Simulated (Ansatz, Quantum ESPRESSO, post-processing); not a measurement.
# Nb chain with one atom pushed 1.0 Å aside at constant bond length: ballistic transmission, part 4 of 4

Wanted: the transmission near the Fermi level and the conductance of this junction: Nb chain with one atom pushed 1.0 Å aside at constant bond length.

Quantum ESPRESSO 7.5; plane-wave DFT, PBE, GBRV ultrasoft pseudopotentials; cross-check by Ansatz 0.2.0 with PAW datasets.

So far. Step 3 (Transmission with pwcond.x): The run is unpolarised; a magnetic state was not tried, may lie lower and would change T. Step 3 (Transmission with pwcond.x): At no point does T exceed the number of channels.

### Step 5. The same in Ansatz

A second code with its own PAW datasets, on the same atoms.

Level of this step: plane-wave DFT, PBE, Ansatz PAW (Ansatz 0.2.0).

input.yaml reads:

```yaml
crystal:
  lattice:
    - [7.5, 0.0, 0.0]
    - [0.0, 7.5, 0.0]
    - [0.0, 0.0, 34.8032340636]
  atoms:
    - { symbol: Nb, position: [0.5, 0.5, 0.0] }
    - { symbol: Nb, position: [0.5, 0.5, 0.0675224606] }
    - { symbol: Nb, position: [0.5, 0.5, 0.1350449212] }
    - { symbol: Nb, position: [0.5, 0.5, 0.2025673817] }
    - { symbol: Nb, position: [0.5, 0.5, 0.2700898423] }
    - { symbol: Nb, position: [0.5, 0.5, 0.3376123029] }
    - { symbol: Nb, position: [0.5, 0.5, 0.4051347635] }
    - { symbol: Nb, position: [0.633333333, 0.5, 0.4662387697] }
    - { symbol: Nb, position: [0.5, 0.5, 0.527342776] }
    - { symbol: Nb, position: [0.5, 0.5, 0.5948652365] }
    - { symbol: Nb, position: [0.5, 0.5, 0.6623876971] }
    - { symbol: Nb, position: [0.5, 0.5, 0.7299101577] }
    - { symbol: Nb, position: [0.5, 0.5, 0.7974326183] }
    - { symbol: Nb, position: [0.5, 0.5, 0.8649550788] }
    - { symbol: Nb, position: [0.5, 0.5, 0.9324775394] }
kpoints:
  mp_grid: { grid: [1, 1, 4] }
hamiltonian:
  xc: pbe
scf:
  occupations: { method: fermi_dirac, width: 0.1 }
  convergence: { dr2_threshold: 1.0e-08 }
output:
  transmission:
    leads: [[0, 1]]
    e_range: [-2.0, 2.0]
    de: 0.05
    kmesh: [1, 1]
    reduced_basis: true
  write_potential: true
  write_density: true
  volumetric_format: npy
  elf: true
```

Run with:

```console
$ ansatz run input.yaml --threads 4 --pin off --max-ram 8192MiB --backend cpu --events-out ev --progress --plain --runs-dir out
```

Numbers of over 12 decimals in the logs are rounded to 6 here.

Output:

```text
Engine: ansatz 0.2.0, aarch64-unknown-linux-gnu
Pseudopotentials: kind: paw
Pseudopotential: Nb, paw, valence charge 13, recommended cutoff 420 eV (normal), Nb.paw.azcp
Functional definition: PBE
  parameter kappa = 0.804
  parameter beta = 0.066725
  exchange = pbe_x(kappa = kappa, mu = beta*pi^2/3)
  correlation = pbe_c(beta = beta)
Crystal: 15 atoms, lattice volume = 1957.682 Å³
Basis set: ecut = 420 eV, 38365 PW (Γ)
Bands: 117, of which v1, the nominal top of the filled ones, is band 98 counted from 1 (97 counted from 0)
Symmetry: 4 space group operations
Space group: Pmm2 (ITA 25), of the structure as read, at distance tolerance 1.3e-4 Å
k-points: 3 of 4
Non-local potential: Nb, projectors of the file, l = 0: 3, l = 1: 2, l = 2: 2, l = 3: 1
PAW form: soft (Blöchl's): semilocal exchange-correlation on the pseudo side does not see the compensation charge
PAW one-centre angular grid: Nb, 590 points (default); XC on 64 Gauss nodes
Initial density: superposition of atomic densities (neutral atoms: chi_scale 0, normalization atom), corrected by the library's trained network
Initial wavefunctions: pseudopotential atomic-orbital guess
Functional: x = pbe(κ = 0.804, μ = 0.219515), c = pbe(β = 0.066725)
SCF iter   1: F=—  HF=-68220.554980 eV  |F-HF|=—  |Δ(HF+E_count)|=         —  Δρ=9.09e-3  dr2=1.31e1  ethr=1.77e-3  ⟨swp⟩=8.7  Hψ=1377  notcnv=0
preconditioner: auto → LDOS  [metal: Δε(μ)=0.048 eV  Ē_g=1.764 eV  σ=0.100 eV  W_gap=0.12  n_scr=192 (ndim 8)  ℏωp=7.3 eV  f_vac=0.590  D(μ)=38.47/eV (n_scr^D=224)  β→1.0]
SCF iter   2: F=—  HF=-68220.390431 eV  |F-HF|=—  |Δ(HF+E_count)|=   1.65e-1  Δρ=5.63e-3  dr2=6.30e-1  ethr=1.77e-3  ⟨swp⟩=2.7  Hψ=570  notcnv=0
SCF iter   3: F=—  HF=-68220.234405 eV  |F-HF|=—  |Δ(HF+E_count)|=   1.56e-1  Δρ=1.50e-3  dr2=8.71e-2  ethr=3.23e-4  ⟨swp⟩=3.0  Hψ=684  notcnv=0
SCF iter   4: F=—  HF=-68220.214304 eV  |F-HF|=—  |Δ(HF+E_count)|=   2.01e-2  Δρ=3.54e-4  dr2=1.07e-2  ethr=4.47e-5  ⟨swp⟩=2.3  Hψ=588  notcnv=0
SCF iter   5: F=—  HF=-68220.214334 eV  |F-HF|=—  |Δ(HF+E_count)|=   2.96e-5  Δρ=3.64e-4  dr2=7.46e-3  ethr=5.51e-6  ⟨swp⟩=2.0  Hψ=529  notcnv=0
SCF iter   6: F=—  HF=-68220.213272 eV  |F-HF|=—  |Δ(HF+E_count)|=   1.06e-3  Δρ=5.66e-5  dr2=2.33e-4  ethr=3.83e-6  ⟨swp⟩=2.3  Hψ=575  notcnv=0
SCF iter   7: F=—  HF=-68220.213302 eV  |F-HF|=—  |Δ(HF+E_count)|=   2.95e-5  Δρ=2.73e-5  dr2=3.81e-5  ethr=1.20e-7  ⟨swp⟩=3.7  Hψ=613  notcnv=0
SCF iter   8: F=—  HF=-68220.213313 eV  |F-HF|=—  |Δ(HF+E_count)|=   1.14e-5  Δρ=9.00e-6  dr2=3.25e-6  ethr=1.95e-8  ⟨swp⟩=2.0  Hψ=529  notcnv=0
SCF iter   9: F=—  HF=-68220.211868 eV  |F-HF|=—  |Δ(HF+E_count)|=   1.44e-3  Δρ=2.96e-6  dr2=4.76e-7  ethr=1.67e-9  ⟨swp⟩=4.0  Hψ=640  notcnv=0
SCF iter  10: F=—  HF=-68220.211868 eV  |F-HF|=—  |Δ(HF+E_count)|=   1.23e-7  Δρ=1.00e-6  dr2=4.84e-8  ethr=2.44e-10  ⟨swp⟩=2.7  Hψ=514  notcnv=0
SCF iter  11: F=—  HF=-68220.211868 eV  |F-HF|=—  |Δ(HF+E_count)|=   3.18e-8  Δρ=5.51e-7  dr2=1.52e-8  ethr=5.13e-12  ⟨swp⟩=12.3  Hψ=930  notcnv=0
SCF iter  12: F=-68220.211868 eV  HF=-68220.211868 eV  |F-HF|=5.82e-10  |Δ(HF+E_count)|=   2.02e-9  Δρ=1.68e-7  dr2=1.70e-9  ethr=5.13e-12  ⟨swp⟩=3.0  Hψ=720  notcnv=0
SCF 1 converged in 12 iterations: F = -68220.211868 eV  dr2 = 1.70e-9
  greatest PAW one-centre occupation: 0.998 electrons in one spin orbital (limit 2), on the Nb atom at site 11 (counted from 0), in its partial waves of l = 0
transmission: 43 of 258 steps passed
transmission: 86 of 258 steps passed
[...]
transmission: 258 of 258 steps passed
WARN: The output density's exchange-correlation potential varies sharply where the density is thin. Do not read a vacuum level from v_tot or v_xc, or from such a field of the output density. On a cell that repeats whose density bears no net charge and no dipole along the vacuum's axis use v_es (v_loc + v_h of the components); under efield.dipole_correction with no amplitude use v_es + v_field, which holds any externa [...]
SCF converged after 12 iterations
Free energy (F): -68220.211868 eV
Harris-Foulkes:  -68220.211868 eV  (|F-HF|=5.82e-10)
Internal energy: -68218.869792 eV  (E = F + TS)
E sigma→0 (E₀):  -68219.540830 eV
Entropy (-TS):   -1.342076 eV (-89.472 meV/atom)
Fermi energy:    -0.965554 eV
--- Per-component energies (eV) ---
  E_band       = -4705.646831
  E_kinetic    = 5899.107684
  E_local      = -38566.460526  (includes V_loc(G=0)·N_el)
  E_nonlocal   = 1876.463658
  E_hartree    = 15419.657393
  E_xc         = -2572.746597
  E_vxc        = -3112.534912  (∫ρ·V_xc dr)
  E_paw        = -46123.607639  (= ΣΔE_a)
  E_vpaw       = -1641.537560  (= ΣTr[D̂ρ^β])
  E_aug_tail   = 0.000107  (compensation charges beyond the density's cutoff)
  E_ewald      = -4151.283871
  E_smearing   = -1.342076  (= −TS)
  E_closure    = -0.000000  (closes the sum)
  Σ components = -68220.211868   (vs F -68220.211868, Δ=0.00e0)
--- Band table (eV) ---
  k-point 0: bands = [... 94 lower, -1.0573, -1.0571, -0.9816, -0.9094, -0.8658, -0.7855, -0.7467, -0.7135, ... 15 higher]
  k-point 1: bands = [... 94 lower, -1.1469, -1.0811, -1.0411, -0.9308, -0.9245, -0.9151, -0.8347, -0.8285, ... 15 higher]
  k-point 2: bands = [... 94 lower, -1.1528, -1.1007, -1.0568, -1.0538, -0.9861, -0.9556, -0.7663, -0.7543, ... 15 higher]
--- Transmission ---
  basis      : 497 plane waves across, 43 finite elements along
  points     : 1, standing for a mesh of 1 x 1
  energies   : 81 from -2.000000 to 2.000000 eV about the Fermi level, 0.050000 eV apart; the leads are filled to 0.000000 eV, and channels, transmission and decay are at 0.000000 eV
  crystal 0  : Nb1, at the sites [0, 1], period 2.3500 Å, over 32.90 Å; its Hamiltonian steps by up to 5.4 meV
    offset         : up to 0.0000 Å between an atom of the period and one for which it stands
    channels       : 6.000000e0 a spin
    conductance    : none, the energies end too early or step too widely for 300 K: set another output.transmission.e_range or a lower de, or, where they end at an eighth of basis.ecutwfc, a higher one
  junction   : crystal 0 to crystal 0, -0.48 to 31.98 Å
    transmission   : 5.110287e0 a spin
    error estimate : 1.271674e-4 a spin from the reduction of the transverse basis, at the most 4.925706e-4 at 1.900000 eV
    conductance    : none, the energies end too early or step too widely for 300 K: set another output.transmission.e_range or a lower de, or, where they end at an eighth of basis.ecutwfc, a higher one
```

Run time: 64 s. Hardware: 4 threads of Arm Neoverse V2, shared host; peak memory 2.7 GiB; 4 min of CPU time.

Read from the output:

| Quantity | Value |
| --- | --- |
| free energy | -68220.2119 eV |
| energy at zero smearing | -68219.5408 eV |
| smearing term TS | 1.342 eV |
| Fermi energy | -0.9656 eV |
| symmetry operations | 4 |
| transmission at the Fermi level, one spin | 5.110 |
| step of the lead's Hamiltonian over a period | 5.4 meV |

Per spin. The transmission by energy, zero at the Fermi level:

| energy (eV) | transmission |
| --- | --- |
| -2.000 | 1.55 |
| -1.800 | 1.67 |
| -1.600 | 1.74 |
| -1.400 | 3.28 |
| -1.200 | 3.64 |
| -1.100 | 3.66 |
| -1.000 | 3.65 |
| -0.800 | 3.59 |
| -0.600 | 3.45 |
| -0.400 | 3.49 |
| -0.200 | 4.77 |
| 0.000 | 5.11 |
| 0.200 | 5.18 |
| 0.300 | 5.19 |
| 0.400 | 5.18 |
| 0.600 | 5.10 |
| 0.800 | 4.97 |
| 1.000 | 4.79 |
| 1.200 | 4.59 |
| 1.400 | 4.36 |
| 1.600 | 4.10 |
| 1.800 | 3.63 |
| 2.000 | 1.44 |

Per spin. Open channels against energy, zero at the Fermi level:

```
energy (eV)  open channels
      -2.00              3
      -1.90              3
      -1.80              3
      -1.70              3
      -1.55              3
      -1.45              3
      -1.35              4
      -1.25              4
      -1.15              4
      -1.05              4
      -0.90              4
      -0.80              4
      -0.70              4
      -0.60              4
      -0.50              4
      -0.40              5
      -0.25              6
      -0.15              6
      -0.05              6
       0.00              6
       0.05              6
       0.15              6
       0.25              6
       0.40              6
       0.50              6
       0.60              6
       0.70              6
       0.80              6
       0.90              6
       1.05              6
       1.15              6
       1.25              6
       1.35              6
       1.45              6
       1.55              6
       1.70              6
       1.80              6
       1.90              6
       2.00              4
```

Valence density in the ca plane at fractional y = 0.500, with atoms of Nb within 0.2 Å of it. It is the smooth field of the valence electrons, not physical close to the nuclei.

Ten even steps from '0' (0.0 e/Å³) to '9' (5.0 e/Å³), each cell a mean:
```
00000000000000000000000000000000000000000000
00000000000000000000000000000000000000000000
00000000000000000000000000000000000000000000
00000000000000000000000000000000000000000000
00000000000000000000000000000000000000000000
00000000000000000000000000000000000000000000
00000000000000000000000000000000000000000000
10001221001221000122100122100122100012210012
62125873113785112687311488411368621158741137
93138996126998314999512799721499941389962159
83127995115997213899412699621489831279951149
31013542002453101354101255210145310135420024
00000100000010000010000011000001000001000000
00000000000000000000000000000000000000000000
00000000000000000000000000000000000000000000
00000000000000000000000000000000000000000000
00000000000000000000000000000000000000000000
00000000000000000000000000000000000000000000
00000000000000000000000000000000000000000000
00000000000000000000000000000000000000000000
```
Columns run along c (16.0 Å, from fractional 0.54 to 1.00 of the cell), rows up along a (7.5 Å). Atoms in or near the plane, at fractional coordinates: Nb at (0.59, 0.50), Nb at (0.66, 0.50), Nb at (0.73, 0.50), Nb at (0.80, 0.50), Nb at (0.86, 0.50), Nb at (0.93, 0.50).

Electrostatic potential energy in the ca plane at fractional y = 0.500, with atoms of Nb within 0.2 Å of it. With pseudopotentials it is smooth inside the atoms' cores, unlike the true potential.

Values in eV, 11 rows by 16 columns, each cell a mean:
```
  3   3   3   3   3   3   3   3   3   3   3   3   3   3   3   3
  3   3   3   3   3   3   3   3   3   3   3   3   3   3   3   3
  3   2   2   2   2   2   2   2   2   2   2   2   2   2   2   2
 -2  -3  -5  -1  -6  -1  -5  -2  -3  -4  -1  -6  -1  -5  -2  -3
-24 -31 -40 -17 -50 -14 -46 -24 -31 -40 -17 -50 -14 -46 -24 -31
-40 -50 -62 -29 -74 -24 -68 -40 -50 -61 -29 -74 -24 -69 -41 -50
-15 -20 -26 -11 -33  -9 -30 -16 -20 -26 -11 -33  -9 -30 -16 -20
  0  -1  -1   0  -2   1  -2   0  -1  -1   0  -2   1  -2   0  -1
  2   2   2   3   2   3   2   3   3   3   3   2   3   2   3   3
  3   3   3   3   3   3   3   3   3   3   3   3   3   3   3   3
  3   3   3   3   3   3   3   3   3   3   3   3   3   3   3   3
```
Columns run along c (16.0 Å, from fractional 0.54 to 1.00 of the cell; values clipped at the 3rd and 97th percentile), rows up along a (7.5 Å). Atoms in or near the plane, at fractional coordinates: Nb at (0.59, 0.50), Nb at (0.66, 0.50), Nb at (0.73, 0.50), Nb at (0.80, 0.50), Nb at (0.86, 0.50), Nb at (0.93, 0.50).

Ansatz finds T = 5.11 against pwcond's 5.15.

### Step 6. All levels side by side

All levels:

```
                   step  T at the Fermi level (per spin)  conductance (G0)  r.m.s. T(E) from the first  CPU time of the step (s)  peak memory (GiB)
                 Ansatz                             5.11                 -                           0                     238.6              2.707
                 pwcond                            5.145             5.145                      0.1124                      3404               0.94
pwcond, changed setting                            5.132             5.132                      0.1481                     633.8               0.45
```

Per spin. Transmission against energy, zero at the Fermi level:

```
energy (eV)  Ansatz  pwcond  pwcond, changed setting
      -2.00    1.55    1.56                     1.55
      -1.90    1.62    1.63                     1.62
      -1.80    1.67    1.68                     1.67
      -1.70    1.71    1.72                     1.71
      -1.60    1.74    1.74                     1.73
      -1.50    1.73    1.73                     1.72
      -1.40    3.28    3.09                     3.07
      -1.20    3.64    3.63                     3.63
      -1.10    3.66    3.66                     3.66
      -1.00    3.65    3.65                     3.65
      -0.90    3.63    3.62                     3.62
      -0.80    3.59    3.58                     3.59
      -0.70    3.53    3.52                     3.54
      -0.60    3.45    3.44                     3.47
      -0.50    3.29    3.30                     3.34
      -0.40    3.49    2.98                     3.08
      -0.30    4.39    4.24                     4.10
      -0.20    4.77    4.74                     4.66
      -0.10    5.00    5.06                     5.02
       0.00    5.11    5.15                     5.13
       0.10    5.16    5.15                     5.15
       0.20    5.18    5.18                     5.19
       0.30    5.19    5.18                     5.19
       0.40    5.18    5.13                     5.18
       0.50    5.13    5.18                     5.20
       0.60    5.10    5.02                     5.03
       0.70    5.04    5.04                     5.06
       0.80    4.97    4.97                     5.00
       0.90    4.89    4.90                     4.92
       1.00    4.79    4.80                     4.83
       1.10    4.69    4.69                     4.72
       1.20    4.59    4.57                     4.60
       1.40    4.36    4.34                     4.37
       1.50    4.24    4.24                     4.26
       1.60    4.10    4.12                     4.15
       1.70    3.91    3.97                     4.01
       1.80    3.63    3.72                     3.79
       1.90    2.85    3.15                     3.33
       2.00    1.44    1.72                     1.99
```

### Step 7. Worked from the printed numbers

G = 5.15 × 77.48 µS = 399 µS a cell, a resistance of 2.51 kΩ.

### Step 8. Summary of results

```
conductance from T at the Fermi level, a cell (G₀ = 2e²/h) : 5.15 G₀
lead channels per spin                                     : 6.00
the same conductance by Ansatz                             : 5.11 G₀
```

In words: The junction conducts 5.15 G₀ a cell at the Fermi level (PBE, GBRV ultrasoft). At the Fermi level the junction passes 86 % of what the leads offer. At the Fermi level pwcond and Ansatz differ by 0.69 %, a close match. Over -2 to 2 eV, T lies between 1.6 and 5.2 per spin. The geometry is as built, not relaxed, and the leads are short. The chain ran without spin polarisation; chains of d metals can be magnetic.

[Logs are printed without paths, hosts, clocks, repeated set-up lines and the standing remarks that a program may print on its own settings, such as how far it seeks lower states.]

[Hosts, paths, dates, database ids (printed as entryN), source tags and the programs' standing remarks are cut or masked in the printed files.]

[Maps of the electrostatic potential energy from Ansatz leave out the sawtooth potential of an applied field or a dipole correction, so their vacuum need not be flat; planar profiles and work functions include it.]
